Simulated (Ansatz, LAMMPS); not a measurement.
# Amorphous 25SiO2-75GeO2 (mol %) (96 atoms): relaxation and levels of theory

Which bonds does the relaxation leave, and how do the Kohn-Sham gap, forces and pressure change with functional?

Calculated with Ansatz 0.2.0: Kohn-Sham DFT, PBE, PAW (set soft_2), plane waves; cutoff 420 eV, Γ point, fermi-dirac smearing of 0.025 eV.

**The cell**

Density at the start: 3.30 g/cm³. The cell holds 96 atoms: 8 Si, 24 Ge and 64 O. Cell: a = 11.460 Å, b = 11.460 Å, c = 11.460 Å, α = 90.0°, β = 90.0°, γ = 90.0°. 96 atoms (8 Si, 24 Ge, 64 O) placed at random at 3.3 g/cm³, melted at 5000 K for 10 ps at fixed volume with the Morse and Coulomb pair potential with partial charges (Pedone, Malavasi, Menziani, Cormack and Segre, J. Phys. Chem. B 110, 11780 (2006)). Quenched from 5000 K to 300 K at 50 K/ps and fixed volume, held 5 ps, then minimised at fixed cell.

Cell and atoms were relaxed with PBE. The walk converged after 30 steps by the program's count, with a largest force component of 0.0164 eV/Å; it began at an r.m.s. force component of 0.73 eV/Å. The edges went from 11.460, 11.460, 11.460 to 11.641, 10.899, 11.551 Å, and the volume from 15.679 to 15.131 Å³ an atom (-3.5 %).

The input of the reference single point:

```yaml
crystal:
  lattice:
    - [11.61729, -0.66005, -0.32608]
    - [-0.66005, 10.87816, -0.13732]
    - [-0.32608, -0.13732, 11.54514]
  atoms:
    - { symbol: Si, position: [0.7237, 0.8428, 0.71985] }
    - { symbol: Si, position: [0.11283, 0.71238, 0.23845] }
    - { symbol: Si, position: [0.62259, 0.17329, 0.20611] }
    - { symbol: Si, position: [0.51198, 0.6275, 0.24371] }
    [... 90 atom lines left out ...]
    - { symbol: O, position: [0.1981, 0.71847, 0.79435] }
    - { symbol: O, position: [0.15452, 0.55933, 0.59302] }
kpoints:
  mp_grid: { grid: [1, 1, 1] }
hamiltonian:
  xc: pbe
scf:
  occupations: { method: fermi_dirac, width: 0.025 }
output:
  forces: true
  stress: true
  populations: true
  dos:
    method: { smearing: { sigma: 0.08 } }
    de: 0.05
    projected: { site_lists: { Ge: [Ge], O: [O], Si: [Si] } }
  eigenvalues: true
  write_density: true
  write_potential: true
  volumetric_format: npy
```

**Bonds after relaxation**

Bonds by pair of elements; cutoffs follow the first minimum of g(r), held within bounds set by covalent radii, and pairs that aren't listed don't count as bonded:

```
pair A-B  cutoff (Å)  bonds  mean length (Å)  spread (Å)  shortest (Å)  B about A  A about B
    O-Ge        2.23     97             1.77       0.039          1.71       1.52       4.04
    O-Si        2.08     32             1.63       0.016          1.61        0.5          4
```

How many atoms have how many bonded neighbours:

```csv
element,mean,2,3,4,5
Ge,4.04,0,0,23,1
O,2.02,63,1,0,0
Si,4,0,0,8,0
```

**Levels of theory**

Single points at the relaxed geometry:

| functional | k-mesh | Kohn-Sham gap (eV) | pressure (GPa) | r.m.s. force component (eV/Å) | SCF cycles | time |
| --- | --- | --- | --- | --- | --- | --- |
| PBE | 1×1×1 | 2.599 | 0.01 | 0.005 | 9 | 28 s |
| HSE06 | 1×1×1 | 4.394 | -5.82 | 0.265 | 21 | 8.7 min |
| r2SCAN | 1×1×1 | 3.192 | -5.64 | 0.207 | 10 | 66 s |
| PBEsol | 1×1×1 | 2.552 | -3.35 | 0.098 | 10 | 28 s |

The gap is that between the highest filled and lowest empty Kohn-Sham level on the run's k-points. Cutoffs: 420 eV for PBE, HSE06 and PBEsol; 500 eV for r2SCAN. Times come from shared hosts and are rough.

**Findings**

By these cutoffs 96 % of Ge atoms have 4, 98 % of O atoms have 2 and 100 % of Si atoms have 4 neighbours. The Kohn-Sham gap is 2.60 eV with PBE on the 1×1×1 mesh. On the 1×1×1 mesh HSE06 changes the gap by +1.80 eV against PBE. On the reference's mesh the gap changes with r2SCAN by +0.59 eV and PBEsol by -0.05 eV. Against the reference the pressure changes with HSE06 by -5.8 GPa, r2SCAN by -5.6 GPa and PBEsol by -3.4 GPa; a negative change means a smaller volume than PBE would take.

Limits: All single points share the geometry relaxed with PBE. The volume changed by -3.5 % on relaxing; in so small a cell, on this mesh and at this cutoff, the relaxed density is rough. One sample; tail or defect levels can set the gap of a disordered cell. The quench rate of 50 K/ps is many orders above laboratory rates, so the cell is likely richer in defects and strain than a real sample. The network of bonds at the start is that of the classical potential that made the cell, and needn't be the one that DFT or experiment would give. In some runs the program notes that the exchange threshold is loose for the stress and the SCF threshold is loose for the stress.

[Logs are printed without paths, hosts, clocks, repeated set-up lines and the standing remarks that a program may print on its own settings, such as how far it seeks lower states.]

[Hosts, paths, dates, database ids (printed as entryN), source tags and the programs' standing remarks are cut or masked in the printed files.]
